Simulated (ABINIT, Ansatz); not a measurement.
# Li3SI (Pm-3m): from the cell to the phonon bands, part 3 of 3

How does Li3SI (Pm-3m) vibrate, and is this structure a minimum?

ABINIT 10.8.3; DFT LDA, scalar-relativistic, plane waves, PseudoDojo norm-conserving pseudopotentials.

So far, lowest frequency on the path (cm⁻¹): step 7 (interpolated phonon bands) -128. Also highest frequency (cm⁻¹): step 7 560. The relaxed cell has a = 4.611 Å (conventional setting).

The structure was built from a prototype and need not be the compound's stable phase.

**8. Density of states**

Sums over the zone need many more wavevectors than were solved, so the interpolation is sampled on a dense mesh.

Contents of anaddb.abi:

```
ddb_filepath "all_DDB"
output_file "anaddb.abo"
outdata_prefix "anaddb"
ifcflag 1
ngqpt 2 2 2
nqshft 1
q1shft 0.0 0.0 0.0
asr 1
chneut 1
dipdip 1
dipquad 0
quadquad 0
prtdos 2
ng2qpt 10 10 10
dosdeltae 4.5563e-06
ntemper 11
temperinc 100.0
tempermin 0.0
```

The run is started by

```console
OMP_NUM_THREADS=1 anaddb anaddb.abi > anaddb.log
```

anaddb.abo, the main output file:

```text
-outvars_anaddb: echo values of input variables ----------------------

 Flags :
     ifcflag         1
 Miscellaneous information :
         asr         1
 Interatomic Force Constants Inputs :
      dipdip         1
     dipquad         0
    quadquad         0
      ifcana         0
      ifcout         0
 Description of grid 1 :
        brav         1
       ngqpt         2         2         2
      nqshft         1
      q1shft
                     0.00000000E+00  0.00000000E+00  0.00000000E+00
 Phonon DOS information :
   dosdeltae  4.55630000E-06
    dossmear  4.55633525E-06
 Description of grid 2 (Fourier interp. or BZ sampling):
      ng2qpt        10        10        10
      ngrids         4
      q2shft         0.00000000E+00  0.00000000E+00  0.00000000E+00

================================================================================

 read the DDB information and perform some checks

  ==== Info on the Cryst% object ====
 Real(R)+Recip(G) space primitive vectors, cartesian coordinates (Bohr,Bohr^-1):
 R(1)=  8.7127338  0.0000000  0.0000000  G(1)=  0.1147745  0.0000000  0.0000000
 R(2)=  0.0000000  8.7127338  0.0000000  G(2)=  0.0000000  0.1147745  0.0000000
 R(3)=  0.0000000  0.0000000  8.7127338  G(3)=  0.0000000  0.0000000  0.1147745
 Unit cell volume ucvol=  6.6139869E+02 bohr^3
 Angles (23,13,12)=  9.00000000E+01  9.00000000E+01  9.00000000E+01 degrees
 Time-reversal symmetry is present
 Reduced atomic positions [iatom, xred, symbol]:
    1)    0.0000000  0.0000000  0.0000000   I
    2)    0.5000000  0.5000000  0.5000000   S
    3)    0.5000000  0.5000000  0.0000000  Li
    4)    0.5000000  0.0000000  0.5000000  Li
    5)    0.0000000  0.5000000  0.5000000  Li

 DDB file with 4 blocks has been read.

================================================================================

 Dielectric Tensor and Effective Charges

 anaddb : Zero the imaginary part of the Dynamical Matrix at Gamma,
   and impose the ASR on the effective charges

 The violation of the charge neutrality conditions
 by the effective charges is as follows :
    atom        electric field
 displacement     direction
       1               1       -0.027690        0.000000
       1               2        0.000000        0.000000
       1               3        0.000000        0.000000
       2               1        0.000000        0.000000
       2               2       -0.027690        0.000000
       2               3        0.000000        0.000000
       3               1        0.000000        0.000000
       3               2        0.000000        0.000000
       3               3       -0.027690        0.000000

 Effective charge tensors after
 imposition of the charge neutrality (if requested by user),
 and eventual restriction to some part :
   atom    displacement
         1         1   -1.518582E+00    0.000000E+00    0.000000E+00
         1         2    0.000000E+00   -1.518582E+00    0.000000E+00
         1         3    0.000000E+00    0.000000E+00   -1.518582E+00
         2         1   -2.068643E+00    0.000000E+00    0.000000E+00
         2         2    0.000000E+00   -2.068643E+00    0.000000E+00
         2         3    0.000000E+00    0.000000E+00   -2.068643E+00
         3         1    1.198624E+00    0.000000E+00    0.000000E+00
         3         2    0.000000E+00    1.198624E+00    0.000000E+00
         3         3    0.000000E+00    0.000000E+00    1.189978E+00
         4         1    1.198624E+00    0.000000E+00    0.000000E+00
         4         2    0.000000E+00    1.189978E+00    0.000000E+00
         4         3    0.000000E+00    0.000000E+00    1.198624E+00
         5         1    1.189978E+00    0.000000E+00    0.000000E+00
         5         2    0.000000E+00    1.198624E+00    0.000000E+00
         5         3    0.000000E+00    0.000000E+00    1.198624E+00
 Now, the imaginary part of the dynamical matrix is zeroed

================================================================================

 Calculation of the interatomic forces

       Homogeneous q point set in the B.Z.
 Grid q points  :        8
  1)   0.00000000E+00  0.00000000E+00  0.00000000E+00
  2)   5.00000000E-01  0.00000000E+00  0.00000000E+00
  3)   0.00000000E+00  5.00000000E-01  0.00000000E+00
  4)   5.00000000E-01  5.00000000E-01  0.00000000E+00
  5)   0.00000000E+00  0.00000000E+00  5.00000000E-01
  6)   5.00000000E-01  0.00000000E+00  5.00000000E-01
  7)   0.00000000E+00  5.00000000E-01  5.00000000E-01
  8)   5.00000000E-01  5.00000000E-01  5.00000000E-01

 The interatomic forces have been obtained

================================================================================

 Calculation of phonon density of states

 Average speed of sound partial sums:     0.1662360812E-02 (at units)
-                                   =           3.6367 [km/s]

 Debye frequency from partial sums:     0.7436829701E-03 (Ha)
-                                 =     0.4893198880E+01 (THz)
-Debye temperature from partial sums:     0.2348365083E+03 (K)

 Average speed of sound:     0.5846276425E-04 (at units)
-                      =           0.1279 [km/s]

 Debye frequency from DOS:     0.2615422708E-04 (Ha)
-                        =     0.1720865474E+00 (THz)
-Debye temperature from DOS:     0.8258851705E+01 (K)

-
```

The job ended after 2.2 s (1 thread of Arm Neoverse V1, shared host).

Read from the output:

```
share of modes beyond 3i cm⁻¹ on the dense interpolated mesh : 0.1745
```

The phonon density of states has structure finer than the step of the table below, so its rows give means over 25 cm⁻¹, whole bins alone (the curve runs from -158 to 590 cm⁻¹). Peaks (cm⁻¹: height): -118.4: 0.0482, 45.6: 0.177, 145.6: 0.0612, 521.6: 0.0695, 549.6: 0.0561.

Tetrahedra. Phonon density of states against wavenumber; means over each step:

wavenumber (cm⁻¹), phonon density of states (1/cm⁻¹/cell) and a bar:
```
     -125      0.017 #####
     -100      0.027 ########
      -75      0.020 ######
      -50      0.021 ######
      -25      0.014 ####
        0      0.012 ###
       25      0.018 #####
       50      0.099 ##############################
       75      0.025 ########
      100      0.019 ######
      125      0.027 ########
      150      0.049 ###############
      175      0.028 #########
      200      0.026 ########
      225      0.026 ########
      250      0.027 ########
      275      0.019 ######
      300      0.004 #
      325      0.000 
      350      0.000 
      375      0.000 
      400      0.000 
      425      0.000 
      450      0.000 
      475      0.025 #######
      500      0.027 ########
      525      0.028 #########
      550      0.037 ###########
      575      0.001
```

**9. Modes with the sum rule**

anaddb reads the merged derivatives and imposes the acoustic sum rule.

Contents of anaddb.abi:

```
ddb_filepath "gamma_DDB"
output_file "anaddb.abo"
outdata_prefix "anaddb"
asr 1
chneut 1
enunit 2
eivec 1
nph1l 1
qph1l 0.0 0.0 0.0 1.0
dieflag 1
nph2l 3
qph2l 
    1.0 0.0 0.0 0.0
    0.0 0.0 1.0 0.0
    1.0 1.0 1.0 0.0
```

Contents of mrgddb.in:

```
gamma_DDB
merged
2
dfpt_gammao_DS2_DDB
gso_DDB
```

The run is started by

```console
mrgddb < mrgddb.in > mrgddb.log
OMP_NUM_THREADS=1 anaddb anaddb.abi > anaddb.log
```

anaddb.abo, the main output file:

```text
[banners, grids, parts of the stress and lines that vanish by symmetry left out]
-outvars_anaddb: echo values of input variables ----------------------

 Flags :
[...]
Dielectric Tensor and Effective Charges
[...]
Effective charge tensors after
[...]
Phonon wavevector (reduced coordinates) :  0.00000  0.00000  0.00000
 Phonon energies in Hartree :
[...]
Phonon energies in meV     :
- -5.712021E+00 -5.712021E+00 -5.712021E+00 -4.639967E+00 -4.639967E+00
- -4.639967E+00  0.000000E+00  0.000000E+00  0.000000E+00  1.687911E+01
-  1.687911E+01  1.687911E+01  6.503994E+01  6.503994E+01  6.503994E+01
 Phonon frequencies in cm-1    :
- -4.607055E+01 -4.607055E+01 -4.607055E+01 -3.742386E+01 -3.742386E+01
- -3.742386E+01  0.000000E+00  0.000000E+00  0.000000E+00  1.361392E+02
-  1.361392E+02  1.361392E+02  5.245825E+02  5.245825E+02  5.245825E+02
 Phonon frequencies in Thz     :
- -1.381160E+00 -1.381160E+00 -1.381160E+00 -1.121939E+00 -1.121939E+00
- -1.121939E+00  0.000000E+00  0.000000E+00  0.000000E+00  4.081352E+00
-  4.081352E+00  4.081352E+00  1.572659E+01  1.572659E+01  1.572659E+01
 Phonon energies in Kelvin  :
- -6.628525E+01 -6.628525E+01 -6.628525E+01 -5.384458E+01 -5.384458E+01
- -5.384458E+01  0.000000E+00  0.000000E+00  0.000000E+00  1.958740E+02
-  1.958740E+02  1.958740E+02  7.547572E+02  7.547572E+02  7.547572E+02
[...]
-  1  0.00000000E+00  0.00000000E+00  0.00000000E+00
-     0.00000000E+00  0.00000000E+00  0.00000000E+00
-  2  0.00000000E+00  0.00000000E+00  0.00000000E+00
-     0.00000000E+00  0.00000000E+00  0.00000000E+00
-  3  0.00000000E+00  0.00000000E+00  0.00000000E+00
-     0.00000000E+00  0.00000000E+00  0.00000000E+00
-  4  0.00000000E+00  0.00000000E+00 -6.28628301E-03
-     0.00000000E+00  0.00000000E+00  0.00000000E+00
-  5  0.00000000E+00  0.00000000E+00  6.28628301E-03
-     0.00000000E+00  0.00000000E+00  0.00000000E+00
[...]
-  1  0.00000000E+00  0.00000000E+00  0.00000000E+00
-     0.00000000E+00  0.00000000E+00  0.00000000E+00
-  2  0.00000000E+00  0.00000000E+00  0.00000000E+00
-     0.00000000E+00  0.00000000E+00  0.00000000E+00
-  3  0.00000000E+00 -6.28628301E-03  0.00000000E+00
-     0.00000000E+00  0.00000000E+00  0.00000000E+00
-  4  0.00000000E+00  0.00000000E+00  0.00000000E+00
-     0.00000000E+00  0.00000000E+00  0.00000000E+00
-  5  0.00000000E+00  6.28628301E-03  0.00000000E+00
-     0.00000000E+00  0.00000000E+00  0.00000000E+00
[...]
-  1  0.00000000E+00  0.00000000E+00  0.00000000E+00
-     0.00000000E+00  0.00000000E+00  0.00000000E+00
-  2  0.00000000E+00  0.00000000E+00  0.00000000E+00
-     0.00000000E+00  0.00000000E+00  0.00000000E+00
-  3  6.28628301E-03  0.00000000E+00  0.00000000E+00
-     0.00000000E+00  0.00000000E+00  0.00000000E+00
[...]
-     0.00000000E+00  0.00000000E+00  0.00000000E+00
[...]
-  1  1.25502600E-05  0.00000000E+00  0.00000000E+00
-     0.00000000E+00  0.00000000E+00  0.00000000E+00
-  2 -1.66986298E-03  1.21548384E-07  0.00000000E+00
-     0.00000000E+00  0.00000000E+00  0.00000000E+00
-  3 -3.17925120E-04  0.00000000E+00  0.00000000E+00
-     0.00000000E+00  0.00000000E+00  0.00000000E+00
-  4 -3.17925120E-04 -5.91109565E-07  0.00000000E+00
-     0.00000000E+00  0.00000000E+00  0.00000000E+00
-  5  8.12081535E-03  0.00000000E+00  0.00000000E+00
-     0.00000000E+00  0.00000000E+00  0.00000000E+00
[...]
-     1          0.000000    -0.000000     0.000000     0.000000
-     2         -0.000000    -0.000000     0.000000     0.000000
[...]
-     8          0.000000     0.000008    -0.000000     0.000008
-     9          0.000008    -0.000000     0.000000     0.000008
-    10          0.000002     0.000003    -1.374046     1.374046
-    11          0.000074     1.374046     0.000003     1.374046
-    12          1.374046    -0.000074     0.000002     1.374046
-    13          0.000000    -0.000000     1.485832     1.485832
-    14          0.000108     1.485832    -0.000000     1.485832
-    15          1.485832    -0.000108    -0.000000     1.485832
[...]
-   1     Real    0.0000E+00  0.0000E+00  0.0000E+00  0.0000E+00  0.0000E+00  0.0000E+00  0.0000E+00
[...]
-   2     Real    0.0000E+00  0.0000E+00  0.0000E+00  0.0000E+00  0.0000E+00  0.0000E+00  0.0000E+00
[...]
-   3     Real    0.0000E+00  0.0000E+00  0.0000E+00  0.0000E+00  0.0000E+00  0.0000E+00  0.0000E+00
[...]
-   4     Real    0.0000E+00  2.5108E-14  2.1256E-04  0.0000E+00  5.3513E-11  2.3102E-09  2.1256E-04
[...]
-   5     Real    3.3139E-14  2.1256E-04  2.5108E-14  2.6540E-09 -2.8845E-14 -2.3102E-09  2.1256E-04
[...]
-   6     Real    2.1256E-04  3.3139E-14  0.0000E+00 -2.6540E-09 -5.3485E-11  0.0000E+00  2.1256E-04
[...]
-   7     Real    0.0000E+00  0.0000E+00  0.0000E+00  0.0000E+00  0.0000E+00  0.0000E+00  0.0000E+00
[...]
-   8     Real    0.0000E+00  0.0000E+00  0.0000E+00  0.0000E+00  0.0000E+00  0.0000E+00  0.0000E+00
[...]
-   9     Real    0.0000E+00  0.0000E+00  0.0000E+00  0.0000E+00  0.0000E+00  0.0000E+00  0.0000E+00
[...]
-  10     Real    0.0000E+00  0.0000E+00  5.7440E-05  0.0000E+00 -7.2131E-11 -1.3891E-10  5.7440E-05
[...]
-  11     Real    1.6881E-13  5.7440E-05  0.0000E+00  3.1139E-09  0.0000E+00  1.3891E-10  5.7440E-05
[...]
-  12     Real    5.7440E-05  1.6881E-13  0.0000E+00 -3.1139E-09  7.2124E-11  0.0000E+00  5.7440E-05
[...]
-  13     Real    0.0000E+00  0.0000E+00  1.5220E-04  0.0000E+00  0.0000E+00  0.0000E+00  1.5220E-04
[...]
-  14     Real    8.0638E-13  1.5220E-04  0.0000E+00  1.1078E-08  0.0000E+00  0.0000E+00  1.5220E-04
[...]
-  15     Real    1.5220E-04  8.0638E-13  0.0000E+00 -1.1078E-08  0.0000E+00  0.0000E+00  1.5220E-04
[...]
could try to raise your convergence parameters (ecut and k-points).
[...]
could try to raise your convergence parameters (ecut and k-points).
[...]
...

 abinit_abort: decision taken to exit. Check above messages for more info
```

Elapsed: 0.54 s, on 1 thread.

The program refused the input: “The lowest mode appears to be a "true" negative mode, and not an acoustic mode”.

With an imaginary mode the lattice part of the dielectric tensor has no meaning; dieflag 2 would ask for the electronic part alone. The modes stand as the response run printed them.

**10. Results**

| Property | Result |
| --- | --- |
| space group after relaxation | Pm-3m |
| volume per atom | 19.6 Å³ |
| highest optical zone-centre mode (no LO-TO term) | 524.6 cm⁻¹ |
| lowest optical zone-centre mode | -46.1 cm⁻¹ |
| mean high-frequency dielectric constant | 4.56 |
| largest Born charge in size (third of the trace) | 2.07 e |
| q mesh | 2×2×2 |
| lowest mode on the q mesh (acoustic ones at the zone centre apart) | -128.4 cm⁻¹ |
| imaginary modes on the q mesh | yes |

What this shows: Li3SI (Pm-3m) is unstable: a mode solved on the 2×2×2 mesh is imaginary, 128i cm⁻¹; its spectrum reaches 560 cm⁻¹. At the LDA level the optical modes of Li3SI (Pm-3m) at the zone centre (no LO-TO term) run from 46i to 525 cm⁻¹, so the structure is a saddle point, with 6 modes beyond 10i cm⁻¹ there. The most unstable solved mode lies at q = (0.5, 0.5, 0.5), on the zone boundary, so the distortion that it points to doubles the cell. These are harmonic frequencies at zero temperature: anharmonic shifts and linewidths and thermal expansion are left out. Spin-orbit coupling is left out, which can matter for the heavy elements here. The structure is a hypothetical one, built on a prototype.

[Host names and launcher messages were left out of these logs when they were recorded.]

[Logs are printed without paths, hosts, clocks, repeated set-up lines and the standing remarks that a program may print on its own settings, such as how far it seeks lower states.]

[Hosts, paths, dates, database ids (printed as entryN), source tags and the programs' standing remarks are cut or masked in the printed files.]
